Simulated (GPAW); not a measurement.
# Quasiparticle gap of PbO (P4/nmm) in GPAW, part 2 of 2

How does a plane-wave GW calculation on PbO (P4/nmm) run from the first input to the gap?

GPAW 26.7.0; PBE and many-body steps on it, plane waves. Known limits of the many-body steps: not at the basis limit; no spin-orbit coupling; coarse k mesh.

So far. Step 3 (Bands along the symmetry lines): The gap is 1.096 eV, −0.002 eV from the run before at this level. Step 4 (Empty states on the mesh, 4×4×4 mesh, 262 bands): On this mesh the gap is 1.098 eV.

The database entry behind the starting cell differs from later determinations by our own check (c about 1 % long), so it need not match the best structure at ambient conditions.

## 5. Screening and self-energy, 4×4×4 mesh, 252 bands, screening to 125 eV

Now the one-shot GW correction: screening in the RPA, then the self-energy of the levels asked for.

This step: G0W0 on PBE, plane waves, PAW.

run.py

```python
import json
import numpy as np
from gpaw.mpi import world
from gpaw.response.g0w0 import G0W0

gw = G0W0('full.gpw',
    filename='gw',
    kpts=[0, 15],
    bands=(18, 22),
    ecut=125,
    nbands=252,
    integrate_gamma='WS',
    ppa=True)
gw.calculate()
res = {mode: {k: v for k, v in r.items() if k != 'sigma_eskwn'}
       for mode, r in gw.all_results.items()}

if world.rank == 0:
    with open('result.json', 'w') as f:
        json.dump(res, f, default=lambda x: x.tolist())
```

Command:

```
mpirun -n 8 gpaw python run.py
```

Numbers of over 12 decimals in the logs are rounded to 6 here.

What it wrote:

```text
Using integrator: PointIntegrator
FrequencyGridDescriptor(from 0.000+0.000j to 0.000+27.211j eV, 2 points)
Nonperiodic BCs:  [False False False]
Using integrator: PointIntegrator
FrequencyGridDescriptor(from 0.000+0.000j to 0.000+27.211j eV, 2 points)
Nonperiodic BCs:  [False False False]
  ___  _ _ _
 |   || | | |
 | | || | | |
 |__ ||_____|
 |___|

BZ k-points: Symmetries present (total): 8

  [... matrices ...]
64 k-points: 4 x 4 x 4 Monkhorst-Pack grid + [1/8,1/8,1/8]
18 k-points in the irreducible part of the Brillouin zone
       k-points in crystal coordinates                weights
   0:     0.00000000    0.00000000    0.00000000          1/64
   1:     0.00000000    0.00000000    0.25000000          2/64
   2:     0.00000000    0.00000000    0.50000000          1/64
   3:     0.25000000    0.00000000    0.00000000          4/64
   4:     0.25000000    0.00000000    0.25000000          8/64
   5:     0.25000000    0.00000000    0.50000000          4/64
   6:     0.25000000    0.25000000    0.00000000          4/64
   7:     0.25000000    0.25000000    0.25000000          8/64
   8:     0.25000000    0.25000000    0.50000000          4/64
   9:     0.50000000    0.00000000    0.00000000          2/64
          ...
  17:     0.50000000    0.50000000    0.50000000          1/64

Distributing spins, k-points and bands (1 x 2 x 4) over 8 processes
Number of blocks: 1

Quasi particle states:
k-points (IBZ indices): [0, 15]
Band range: (18, 22)
  [... matrices ...]
Computational parameters:
Plane wave cut-off: 125 eV
Number of bands: 252
Coulomb cutoff: None
Broadening: 0.1 eV

fxc modes: GW
Kernel: RPA
Using Godby-Needs plasmon-pole approximation:
  Fitting energy: i*E0, E0 = 1.000 Hartree
Summing all q:

Calculating screened Coulomb potential
No Coulomb truncation
FrequencyGridDescriptor(from 0.000+0.000j to 0.000+27.211j eV, 2 points)
Removing empty qpoint cache files...

Calculating chi0 body with:
    Ground state adapter containing:
    Number of spins: 1
    Number of kpoints: 64
    Number of irreducible kpoints: 18
    Number of completely occupied states: 20
    Number of partially occupied states: 20
    Occupied states memory: 5.2734375 M / cpu

    Linear response parametrization:
    q_c: [0.0, 0.0, 0.0]
    Number of frequency points: 2
    Planewave cutoff: 125.0
    Number of bands: 252
    Number of planewaves: 253
    Broadening (eta): 1e-06
    comm.size: 8
    kncomm.size: 8
    blockcomm.size: 1

    Memory estimate of potentially large arrays:
        chi0_wGG: 1.953400 M / cpu
Integrating chi0 body.

Symmetries of q_c:
    Direct symmetries (Uq -> q): 8
    Indirect symmetries (TUq -> q): 8
In total 16 allowed symmetries.

  [... matrices ...]
18 groups of equivalent kpoints. 71.875% reduction.

Integral kind: response function
Integrating chi0 head and wings.

Symmetries of q_c:
    Direct symmetries (Uq -> q): 8
    Indirect symmetries (TUq -> q): 8
In total 16 allowed symmetries.

  [... matrices ...]
18 groups of equivalent kpoints. 71.875% reduction.

Integral kind: response function wings

Calculating chi0 body with:
    Ground state adapter containing:
    Number of spins: 1
    Number of kpoints: 64
    Number of irreducible kpoints: 18
    Number of completely occupied states: 20
    Number of partially occupied states: 20
    Occupied states memory: 5.2734375 M / cpu

    Linear response parametrization:
[... the further q-points ...]

Results:
f:      Occupation numbers
eps:     KS-eigenvalues [eV]
vxc:     KS vxc [eV]
exx:     Exact exchange [eV]
sigma:   Self-energies [eV]
dsigma:  Self-energy derivatives
Z:       Renormalization factors
qp:      QP-energies [eV]

k-point 0 (0): (0.000, 0.000, 0.000)                GW
band       f     eps     vxc     exx   sigma  dsigma       Z      qp
                                                                   GW
  18   1.000   4.064 -20.616 -25.576   4.657  -0.354   0.739   3.840
  19   1.000   5.735 -19.588 -21.991   2.174  -0.284   0.779   5.557
  20   0.000   8.091 -14.027 -10.056  -3.485  -0.212   0.825   8.493
  21   0.000  11.168 -12.719  -8.162  -4.149  -0.212   0.825  11.504

k-point 1 (15): (0.500, 0.500, 0.000)                GW
band       f     eps     vxc     exx   sigma  dsigma       Z      qp
                                                                   GW
  18   1.000   4.672 -21.414 -26.211   4.629  -0.349   0.741   4.548
  19   1.000   4.672 -21.414 -26.211   4.629  -0.349   0.741   4.548
  20   0.000   6.833 -11.127  -7.864  -3.177  -0.206   0.829   6.904
  21   0.000   6.833 -11.127  -7.864  -3.177  -0.206   0.829   6.904
```

It took 3.1 min on 8 MPI ranks of Arm Neoverse V1, shared host; peak memory 3.1 GiB; 25 min of CPU time.

Numbers from this step:

```
G0W0 gap on the points computed              : 1.348 eV
least direct G0W0 gap on the computed points : 2.356 eV
Z at the valence top                         : 0.7787
Z at the conduction bottom                   : 0.8289
starting gap on the mesh                     : 1.098 eV
k of the valence top                         : 0, 0, 0
k of the conduction bottom                   : 0.5, 0.5, 0
```

The gap on the mesh goes from 1.10 eV to 1.35 eV, a correction of +0.25 eV.

Limits: finite bands, cutoff and mesh; no spin-orbit coupling; coarse k mesh. v1 is the top filled band, c1 the lowest empty one. Levels before and after the correction, in eV, zero at the valence-band top of each column:

|  | conduction bottom | valence top |
| --- | --- | --- |
| Kohn-Sham | 1.10 | 0.00 |
| G0W0 | 1.35 | 0.00 |

|  | level | energy (eV) |
| --- | --- | --- |
| Kohn-Sham | Γ v2 | -1.671 |
| Kohn-Sham | Γ v1 | 0.000 |
| Kohn-Sham | Γ c1 | 2.356 |
| Kohn-Sham | Γ c2 | 5.433 |
| Kohn-Sham | (0.5 0.5 0) v2-v1 | -1.063 |
| Kohn-Sham | (0.5 0.5 0) c1-c2 | 1.098 |
| G0W0 | Γ v2 | -1.717 |
| G0W0 | Γ v1 | 0.000 |
| G0W0 | Γ c1 | 2.936 |
| G0W0 | Γ c2 | 5.947 |
| G0W0 | (0.5 0.5 0) v2-v1 | -1.009 |
| G0W0 | (0.5 0.5 0) c1-c2 | 1.348 |

## 6. Where the time went

Times are wall times on 8 MPI ranks of Arm Neoverse V1, shared host, good to a factor of about two.

| step | time | share | memory (GiB) |
| --- | --- | --- | --- |
| ground state | 12 s | 4 % | 1.5 |
| bands along the symmetry lines | 14 s | 5 % | 1.6 |
| empty states on the mesh | 66 s | 24 % | 5.8 |
| screening and self-energy | 3.1 min | 67 % | 3.1 |

## 7. Summary of results

```
PBE gap              : 1.10 eV, indirect
G0W0 gap on the mesh : 1.35 eV
GW settings          : 4×4×4 mesh, 252 bands, screening to 125 eV, Godby-Needs plasmon pole
known limits         : not at the basis limit; no spin-orbit coupling; coarse k mesh
```

What this shows: G0W0 moves the gap on the mesh from 1.10 eV to 1.35 eV (+0.25 eV), with Z of 0.78 and 0.83 at the edges. Only 2 of the mesh's irreducible points were corrected, so a valley elsewhere could overtake. The dearest step here is «screening and self-energy». Bands and cutoff are finite, so the gap is not at the basis limit. The miss can reach some tenths of an eV and take either sign; the mesh is an error of its own. These stock PAW sets were not made for GW. In the G0W0 run levels were corrected at 2 k points alone, so a gap called «on the mesh» is the least over those, and an edge elsewhere would be missed. The 4×4×4 mesh is coarse for this cell, which bears on the long-range parts of exchange and screening. Where an edge is built on 6p states of lead, bismuth or thallium, scalar-relativistic gaps usually stand too wide, by a few tenths to over one eV. The many-body steps are scalar-relativistic: spin-orbit coupling is not in them.

[Paths, hosts, dates, memory and timing lines, banners, echoed tables and standing remarks are left out of the program output.]

[Logs are printed without paths, hosts, clocks, repeated set-up lines and the standing remarks that a program may print on its own settings, such as how far it seeks lower states.]

[Runs of the session that timed out or met a known fault of the program may be left out.]

[Hosts, paths, dates, database ids (printed as entryN), source tags and the programs' standing remarks are cut or masked in the printed files.]
